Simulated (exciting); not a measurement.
# LuTlSe2: the Se K edge from the Bethe–Salpeter equation

How far do the exchange and direct terms reshape the Se K edge of LuTlSe2?

Program: exciting sodium. Level of theory: X-ray absorption, core-level Bethe-Salpeter equation, exchange and statically screened direct term, Tamm-Dancoff, all-electron LAPW+lo LDA. Results are calculated unless marked as measured.

## (1) The structure

Symmetry: R-3m, No. 166, trigonal system. The conventional cell has a = 4.079 Å, b = 4.079 Å, c = 23.215 Å, α = 90.00°, β = 90.00°, γ = 120.00°. Tl has 6 Se at 3.31 Å nearest. Nearest to Lu lie 6 Se at 2.82 Å. Se has 3 Lu at 2.82 Å and 3 Tl at 3.31 Å nearest. Farther neighbours and most contacts between anions are not listed.

As a file:

```xyz
4
Lattice="2.0395 1.1775 7.7383 -2.0395 1.1775 7.7383 0.0000 -2.3551 7.7383" Properties=species:S:1:pos:R:3 pbc="T T T"
Tl    0.0000    0.0000   11.6075
Lu    0.0000    0.0000    0.0000
Se    0.0000    0.0000    6.1953
Se    0.0000    0.0000   17.0196
```

Differences between curves are given as r.m.s. difference over r.m.s. height.

## (2) The self-consistent potential

The species files are the program's own, with muffin-tin radii set in the input.

Input file input.xml:

```
<input>
  <title>LuTlSe2</title>
  <structure speciespath="." autormt="false" epslat="1.0e-5">
    <crystal>
      <basevect>3.8541833053 2.2252137689 14.6233092982</basevect>
      <basevect>-3.8541833053 2.2252137689 14.6233092982</basevect>
      <basevect>0.0000000000 -4.4504275376 14.6233092982</basevect>
    </crystal>
    <species speciesfile="Tl.xml" rmt="2.300">
      <atom coord="0.5000000000 0.5000000000 0.5000000000"/>
    </species>
    <species speciesfile="Lu.xml" rmt="2.300">
      <atom coord="0.0000000000 0.0000000000 0.0000000000"/>
    </species>
    <species speciesfile="Se.xml" rmt="2.300">
      <atom coord="0.2668681600 0.2668681600 0.2668681600"/>
      <atom coord="0.7331318400 0.7331318400 0.7331318400"/>
    </species>
  </structure>
  <groundstate do="fromscratch" xctype="LDA_PW" ngridk="3 3 3" rgkmax="7" gmaxvr="14" nempty="8" swidth="0.001" maxscl="100" epsengy="1e-5"/>
</input>
```

Started as:

```console
OMP_NUM_THREADS=1 mpirun -n 4 exciting
```

Numbers of over 12 decimals in the logs are rounded to 6 here.

Output:

```text
EXCITING SODIUM started
********************************************************************************
* Ground-state run starting from atomic densities                              *
********************************************************************************
+ Starting initialization                                                      +
[... lattice and species ...]
 Spin treatment                             :    spin-unpolarised
 Number of Bravais lattice symmetries       :      12
[...]
+ Self-consistent loop stopped                                                 +
 STATE.OUT is written
********************************************************************************
* Groundstate module stopped                                                   *
********************************************************************************
 Total time spent (seconds)                 :        78.74
- CAUTION! Warnings have been written in file WARNING.OUT !                    -
| EXCITING SODIUM stopped                                                      =
[key lines of the parts left out:]
Total energy                               :    -39704.19150727
Fermi energy                               :         0.19770046
```

It took 81 s on 4 MPI ranks of Intel Xeon at 2.70GHz, shared host.

The warnings file holds hints only, no warning.

The mesh shows a gap of 1.56 eV. Core levels (Dirac, from the valence top):

| atom | level | energy (eV) |
| --- | --- | --- |
| Se | 2s1/2 | -1597.3 |
| Se | 2p1/2 | -1433.7 |
| Se | 2p3/2 | -1392.0 |
| Se | 3s1/2 | -205.9 |
| Se | 3p1/2 | -150.0 |
| Se | 3p3/2 | -144.1 |

## (3) A richer basis for the empty states

Each species file gets more local orbitals, built from u and its energy derivative at 0.15 Ha and u at 0.9 Ha.

input.xml is that of step 2.

Input file SPECIES.xml, added lines:

```
<lo l="L">  <!-- L = 0, 1, 2, and 3 from Cs on -->
  <wf matchingOrder="0" trialEnergy="0.1500" searchE="false"/>
  <wf matchingOrder="1" trialEnergy="0.1500" searchE="false"/>
  <wf matchingOrder="0" trialEnergy="0.9000" searchE="false"/>
</lo>
```

Started as:

```console
OMP_NUM_THREADS=1 mpirun -n 4 exciting
```

Output:

```text
EXCITING SODIUM started
********************************************************************************
* Ground-state run starting from atomic densities                              *
********************************************************************************
+ Starting initialization                                                      +
[... lattice and species ...]
 Spin treatment                             :    spin-unpolarised
 Number of Bravais lattice symmetries       :      12
[...]
+ Self-consistent loop stopped                                                 +
 STATE.OUT is written
********************************************************************************
* Groundstate module stopped                                                   *
********************************************************************************
 Total time spent (seconds)                 :        82.11
- CAUTION! Warnings have been written in file WARNING.OUT !                    -
| EXCITING SODIUM stopped                                                      =
[key lines of the parts left out:]
Total energy                               :    -39704.19217852
Fermi energy                               :         0.19781655
```

Run time: 84 s. Hardware: 4 MPI ranks.

Against the first ground state the total energy moves by -5 meV an atom and the gap by 0.00 eV.

## (4) Screening, kernels and BSE for Se atom 3

The absorber has 3 Lu at 2.82 Å and 3 Tl at 3.31 Å (distorted octahedral, site symmetry 3m).

input.xml: that of step 3 with these lines changed.

```diff
@@ -19,3 +19,20 @@
   </structure>
-  <groundstate do="fromscratch" xctype="LDA_PW" ngridk="3 3 3" rgkmax="7" gmaxvr="14" nempty="8" swidth="0.001" maxscl="100" epsengy="1e-5"/>
+  <groundstate do="skip" xctype="LDA_PW" ngridk="3 3 3" rgkmax="7" gmaxvr="14" nempty="8" swidth="0.001" maxscl="100" epsengy="1e-5"/>
+  <xs xstype="BSE" ngridk="3 3 3" ngridq="3 3 3" vkloff="0.097 0.273 0.493" rgkmax="7" nempty="47" gqmax="3" lmaxapwwf="5" lmaxemat="2" broad="0.04300" tevout="true">
+    <energywindow intv="457.987 459.604" points="439"/>
+    <screening screentype="full" nempty="75"/>
+    <BSE xas="true" xasspecies="3" xasatom="1" xasedge="K" bsetype="singlet" nstlxas="1 43"/>
+    <qpointset>
+      <qpoint>0 0 0</qpoint>
+    </qpointset>
+    <plan>
+      <doonly task="xsgeneigvec"/>
+      <doonly task="writepmatxs"/>
+      <doonly task="scrgeneigvec"/>
+      <doonly task="scrwritepmat"/>
+      <doonly task="screen"/>
+      <doonly task="scrcoulint"/>
+      <doonly task="exccoulint"/>
+    </plan>
+  </xs>
 </input>
```

Input file input.xml for the last start (plan only):

```
  <plan>
    <doonly task="bse"/>
  </plan>
```

Started as:

```console
OMP_NUM_THREADS=1 mpirun -n 4 exciting
OMP_NUM_THREADS=4 exciting
```

Output:

```text
| EXCITING SODIUM started for task xsgeneigvec ( 301)                          =
One-shot GS runs for BSE calculations
One-shot GS runs for k+qmt/2 grids
Info(xsgeneigvec): Generating eigenvectors for Q-point      1
Info(xsgeneigvec): Generation of eigenvectors finished
| EXCITING SODIUM started for task writepmatxs ( 320)                          =
Info(writepmatxs): Momentum matrix elements finished
| EXCITING SODIUM started for task scrgeneigvec ( 401)                         =
One-shot GS runs for BSE calculations
One-shot GS runs for k+qmt/2 grids
[...]
Info(setup_bse_block): Setting up RR part of hamiltonian
Info(setup_bse_block): Singlet spin state
Info(bse): Diagonalizing RR Hamiltonian (TDA)
Info(bse): Invoking Lapack routine ZHEEVR
      2322 eigen solutions found in the interval:
         i1=       1 i2=    2322
Info(bse): Writing excition energies and oscillator strengths to text file.
Info(makespectrum_dist): Making spectrum using formula for coupling with time reversed AR basis.
Info(makespectrum_dist): Using formalism for vanishing momentum transfer.
Info(writederived): Writing quantities derived from the macroscopic dielectric function.
Info(bselauncher): Spectrum finished for iqmt=  1
Info(bselauncher): All done for BSE type singlet
```

Run time: 28 min. Hardware: 4 MPI ranks.

Wall time by task: xsgeneigvec 17 s, writepmatxs 11 s, scrgeneigvec 7.6 s, scrwritepmat 9.4 s, screen 5.7 min, scrcoulint 7.4 min, exccoulint 14 min, bse 15 s.

The Se K spectrum of Se atom 3 (energy from the Kohn–Sham onset, core level to the lowest empty state found on the meshes used, 12474.31 eV; the shifted mesh sets it, since it comes nearer the band minimum than the ground-state mesh; Im ε scaled to the maximum of the singlet run; cut below the end of the band set):

| E (eV) | isotropic | ε ⊥ c | ε ∥ c |
| --- | --- | --- | --- |
| -9.0 | 0.02 | 0.02 | 0.03 |
| -8.5 | 0.03 | 0.03 | 0.03 |
| -8.0 | 0.03 | 0.03 | 0.03 |
| -7.5 | 0.03 | 0.03 | 0.03 |
| -7.0 | 0.03 | 0.03 | 0.04 |
| -6.5 | 0.04 | 0.04 | 0.04 |
| -6.0 | 0.04 | 0.04 | 0.05 |
| -5.5 | 0.05 | 0.05 | 0.05 |
| -5.0 | 0.05 | 0.05 | 0.06 |
| -4.5 | 0.06 | 0.06 | 0.07 |
| -4.0 | 0.07 | 0.07 | 0.08 |
| -3.5 | 0.09 | 0.08 | 0.10 |
| -3.0 | 0.10 | 0.10 | 0.12 |
| -2.5 | 0.13 | 0.12 | 0.16 |
| -2.0 | 0.17 | 0.15 | 0.21 |
| -1.5 | 0.22 | 0.19 | 0.29 |
| -1.0 | 0.31 | 0.26 | 0.41 |
| -0.5 | 0.42 | 0.36 | 0.55 |
| 0.0 | 0.53 | 0.48 | 0.64 |
| 0.5 | 0.61 | 0.58 | 0.67 |
| 1.0 | 0.68 | 0.67 | 0.71 |
| 1.5 | 0.75 | 0.75 | 0.76 |
| 2.0 | 0.81 | 0.80 | 0.82 |
| 2.5 | 0.85 | 0.83 | 0.89 |
| 3.0 | 0.91 | 0.90 | 0.95 |
| 3.5 | 0.99 | 0.99 | 0.97 |
| 4.0 | 0.99 | 1.03 | 0.90 |
| 4.5 | 0.90 | 0.96 | 0.79 |
| 5.0 | 0.79 | 0.84 | 0.68 |
| 5.5 | 0.69 | 0.74 | 0.59 |
| 6.0 | 0.60 | 0.65 | 0.51 |
| 6.5 | 0.53 | 0.58 | 0.44 |
| 7.0 | 0.49 | 0.53 | 0.41 |
| 7.5 | 0.47 | 0.50 | 0.42 |
| 8.0 | 0.47 | 0.49 | 0.44 |
| 8.5 | 0.47 | 0.48 | 0.46 |
| 9.0 | 0.46 | 0.46 | 0.46 |
| 9.5 | 0.45 | 0.44 | 0.46 |
| 10.0 | 0.44 | 0.43 | 0.46 |
| 10.5 | 0.43 | 0.43 | 0.45 |
| 11.0 | 0.43 | 0.42 | 0.45 |
| 11.5 | 0.43 | 0.42 | 0.45 |
| 12.0 | 0.43 | 0.42 | 0.45 |
| 12.5 | 0.43 | 0.42 | 0.45 |
| 13.0 | 0.42 | 0.42 | 0.44 |
| 13.5 | 0.41 | 0.41 | 0.43 |
| 14.0 | 0.40 | 0.39 | 0.42 |
| 14.5 | 0.40 | 0.39 | 0.43 |
| 15.0 | 0.40 | 0.38 | 0.45 |
| 15.5 | 0.40 | 0.37 | 0.46 |
| 16.0 | 0.39 | 0.36 | 0.46 |
| 16.5 | 0.40 | 0.37 | 0.45 |
| 17.0 | 0.40 | 0.38 | 0.44 |
| 17.5 | 0.40 | 0.39 | 0.43 |
| 18.0 | 0.39 | 0.38 | 0.41 |
| 18.5 | 0.37 | 0.36 | 0.38 |
| 19.0 | 0.34 | 0.34 | 0.35 |
| 19.5 | 0.32 | 0.33 | 0.32 |

Maxima (height): 3.8 eV (1.00).

The Hamiltonian has 2322 rows. The lowest groups of eigenvalues and the brightest ones, on the scale above. Core spinors bring spin-forbidden partners, so dark means forbidden by spin or by symmetry, and the shifted mesh splits states that symmetry would keep together:

| energy (eV) | states within 10 meV | relative strength |
| --- | --- | --- |
| -0.410 | 2 | 0.66 |
| -0.276 | 2 | 0.072 |
| -0.152 | 2 | 0.30 |
| -0.085 | 2 | 0.33 |
| -0.070 | 2 | 0.20 |
| -0.018 | 2 | 0.094 |
| 3.483 | 2 | 0.99 |
| 3.592 | 2 | 0.50 |
| 3.658 | 2 | 1.00 |
| 3.728 | 2 | 0.40 |
| 3.770 | 2 | 0.48 |
| 3.932 | 2 | 0.52 |

## (5) Independent particles

input.xml: that of step 4 with these lines changed.

```diff
@@ -23,3 +23,3 @@
     <screening screentype="full" nempty="75"/>
-    <BSE xas="true" xasspecies="3" xasatom="1" xasedge="K" bsetype="singlet" nstlxas="1 43"/>
+    <BSE xas="true" xasspecies="3" xasatom="1" xasedge="K" bsetype="IP" nstlxas="1 43"/>
     <qpointset>
@@ -28,9 +28,3 @@
     <plan>
-      <doonly task="xsgeneigvec"/>
-      <doonly task="writepmatxs"/>
-      <doonly task="scrgeneigvec"/>
-      <doonly task="scrwritepmat"/>
-      <doonly task="screen"/>
-      <doonly task="scrcoulint"/>
-      <doonly task="exccoulint"/>
+      <doonly task="bse"/>
     </plan>
```

Started as:

```console
OMP_NUM_THREADS=4 exciting
```

Output:

```text
| EXCITING SODIUM started for task bse ( 445)                                  =
Info(bselauncher): Init time:    4.132191
Info(bselauncher): Setting up and diagonalizing BSE Hamiltonian.
Info(bselauncher): Using momentum transfer vectors from list :   1 to  1
Info(bselauncher): Distributing qmt-points over   1 processes.
Info(bselauncher): BSE type: IP
Info(bselauncher): Momentum transfer list index: iqmt=  1
Info(bselauncher): Momentum transfer: vqmtl=   0.000   0.000   0.000
Info(bse): Inspecting occupations...
Info(setranges_modxs): Number of non-reduced k-points:       27
[...]
highest unoccupied state:  81
  Opening gap with a scissor of:      0.000/H      0.000/eV
Info(select_transitions): Number of participating transitions:    2322
Info(bse): Selecting transitions...
Info(bse):bsegap (eV): 12474.314458
Info(bse): IP requested, nothing much to do
Info(bse): Writing excition energies and oscillator strengths to text file.
Info(makespectrum_dist): Making spectrum using formula for coupling with time reversed AR basis.
Info(makespectrum_dist): Using formalism for vanishing momentum transfer.
Info(writederived): Writing quantities derived from the macroscopic dielectric function.
Info(bselauncher): Spectrum finished for iqmt=  1
Info(bselauncher): All done for BSE type IP
```

The job ended after 6 s (4 threads).

Maxima (height): 5.5 eV (0.85) and 18.3 eV (0.52). The spectrum differs from the singlet run by 36 % r.m.s. Moving the earlier curve by +2.1 eV leaves 17 %. The highest maximum lies at 5.5 eV (0.85), against 3.8 eV (1.00).

## (6) Exchange alone

input.xml: that of step 5 with these lines changed.

```diff
@@ -23,3 +23,3 @@
     <screening screentype="full" nempty="75"/>
-    <BSE xas="true" xasspecies="3" xasatom="1" xasedge="K" bsetype="IP" nstlxas="1 43"/>
+    <BSE xas="true" xasspecies="3" xasatom="1" xasedge="K" bsetype="RPA" nstlxas="1 43"/>
     <qpointset>
```

Started as:

```console
OMP_NUM_THREADS=4 exciting
```

Output:

```text
| EXCITING SODIUM started for task bse ( 445)                                  =
Info(bselauncher): Init time:    4.053198
Info(bselauncher): Setting up and diagonalizing BSE Hamiltonian.
Info(bselauncher): Using momentum transfer vectors from list :   1 to  1
Info(bselauncher): Distributing qmt-points over   1 processes.
Info(bselauncher): BSE type: RPA
Info(bselauncher): Momentum transfer list index: iqmt=  1
Info(bselauncher): Momentum transfer: vqmtl=   0.000   0.000   0.000
Info(bse): Inspecting occupations...
Info(setranges_modxs): Number of non-reduced k-points:       27
[...]
Info(setup_bse_block): Setting up RR part of hamiltonian
Info(setup_bse_block): Using RPA approximation
Info(bse): Diagonalizing RR Hamiltonian (TDA)
Info(bse): Invoking Lapack routine ZHEEVR
      2322 eigen solutions found in the interval:
         i1=       1 i2=    2322
Info(bse): Writing excition energies and oscillator strengths to text file.
Info(makespectrum_dist): Making spectrum using formula for coupling with time reversed AR basis.
Info(makespectrum_dist): Using formalism for vanishing momentum transfer.
Info(writederived): Writing quantities derived from the macroscopic dielectric function.
Info(bselauncher): Spectrum finished for iqmt=  1
Info(bselauncher): All done for BSE type RPA
```

Elapsed: 18 s, on 4 threads.

Maxima (height): 5.5 eV (0.85) and 18.3 eV (0.52). The spectrum is that of the independent-particle run within 1 %.

## (7) Local-field cutoff

Changed against the first singlet run: cutoff of the screened term (bohr⁻¹) from 3 to 4.

input.xml: that of step 6 with these lines changed.

```diff
@@ -20,6 +20,6 @@
   <groundstate do="skip" xctype="LDA_PW" ngridk="3 3 3" rgkmax="7" gmaxvr="14" nempty="8" swidth="0.001" maxscl="100" epsengy="1e-5"/>
-  <xs xstype="BSE" ngridk="3 3 3" ngridq="3 3 3" vkloff="0.097 0.273 0.493" rgkmax="7" nempty="47" gqmax="3" lmaxapwwf="5" lmaxemat="2" broad="0.04300" tevout="true">
+  <xs xstype="BSE" ngridk="3 3 3" ngridq="3 3 3" vkloff="0.097 0.273 0.493" rgkmax="7" nempty="47" gqmax="4" lmaxapwwf="5" lmaxemat="2" broad="0.04300" tevout="true">
     <energywindow intv="457.987 459.604" points="439"/>
     <screening screentype="full" nempty="75"/>
-    <BSE xas="true" xasspecies="3" xasatom="1" xasedge="K" bsetype="RPA" nstlxas="1 43"/>
+    <BSE xas="true" xasspecies="3" xasatom="1" xasedge="K" bsetype="singlet" nstlxas="1 43"/>
     <qpointset>
@@ -28,3 +28,5 @@
     <plan>
-      <doonly task="bse"/>
+      <doonly task="xsgeneigvec"/>
+      <doonly task="screen"/>
+      <doonly task="scrcoulint"/>
     </plan>
```

Input file input.xml for the exchange start (cutoff and plan only):

```
  gqmax="3"
  <plan>
    <doonly task="exccoulint"/>
  </plan>
```

Input file input.xml for the last start (plan only):

```
  <plan>
    <doonly task="bse"/>
  </plan>
```

Started as:

```console
OMP_NUM_THREADS=1 mpirun -n 4 exciting
OMP_NUM_THREADS=1 mpirun -n 4 exciting
OMP_NUM_THREADS=4 exciting
```

Output:

```text
| EXCITING SODIUM started for task xsgeneigvec ( 301)                          =
One-shot GS runs for BSE calculations
One-shot GS runs for k+qmt/2 grids
Info(xsgeneigvec): Generating eigenvectors for Q-point      1
Info(xsgeneigvec): Generation of eigenvectors finished
| EXCITING SODIUM started for task screen ( 430)                               =
Info(screenlauncher): Calculating screening for unshifted q-grid.
Info(screenlauncher): Number of q points:       6
Info(screenlauncher): lowest (partially)  unoccupied state:     39
[...]
Info(setup_bse_block): Setting up RR part of hamiltonian
Info(setup_bse_block): Singlet spin state
Info(bse): Diagonalizing RR Hamiltonian (TDA)
Info(bse): Invoking Lapack routine ZHEEVR
      2322 eigen solutions found in the interval:
         i1=       1 i2=    2322
Info(bse): Writing excition energies and oscillator strengths to text file.
Info(makespectrum_dist): Making spectrum using formula for coupling with time reversed AR basis.
Info(makespectrum_dist): Using formalism for vanishing momentum transfer.
Info(writederived): Writing quantities derived from the macroscopic dielectric function.
Info(bselauncher): Spectrum finished for iqmt=  1
Info(bselauncher): All done for BSE type singlet
```

Run time: 33 min. Hardware: 4 MPI ranks.

Wall time by task: xsgeneigvec 23 s, screen 8.8 min, scrcoulint 11 min, exccoulint 13 min, bse 10 s.

The spectrum differs from the singlet run by 2 % r.m.s. 

| E (eV) | first run | this run |
| --- | --- | --- |
| -8.0 | 0.03 | 0.03 |
| -7.0 | 0.03 | 0.03 |
| -6.0 | 0.04 | 0.04 |
| -5.0 | 0.05 | 0.05 |
| -4.0 | 0.07 | 0.07 |
| -3.0 | 0.10 | 0.10 |
| -2.0 | 0.17 | 0.16 |
| -1.0 | 0.31 | 0.30 |
| 0.0 | 0.53 | 0.52 |
| 1.0 | 0.68 | 0.66 |
| 2.0 | 0.81 | 0.78 |
| 3.0 | 0.91 | 0.89 |
| 4.0 | 0.99 | 0.98 |
| 5.0 | 0.79 | 0.79 |
| 6.0 | 0.60 | 0.60 |
| 7.0 | 0.49 | 0.49 |
| 8.0 | 0.47 | 0.47 |
| 9.0 | 0.46 | 0.46 |
| 10.0 | 0.44 | 0.44 |
| 11.0 | 0.43 | 0.43 |
| 12.0 | 0.43 | 0.43 |
| 13.0 | 0.42 | 0.43 |
| 14.0 | 0.40 | 0.40 |
| 15.0 | 0.40 | 0.40 |
| 16.0 | 0.39 | 0.40 |
| 17.0 | 0.40 | 0.41 |
| 18.0 | 0.39 | 0.40 |
| 19.0 | 0.34 | 0.35 |

(Continued in part 2 of 2.)

[Banner, clock and machine lines of the logs are left out without a mark of their own.]

[Logs are printed without paths, hosts, clocks, repeated set-up lines and the standing remarks that a program may print on its own settings, such as how far it seeks lower states.]

[Hosts, paths, dates, database ids (printed as entryN), source tags and the programs' standing remarks are cut or masked in the printed files.]
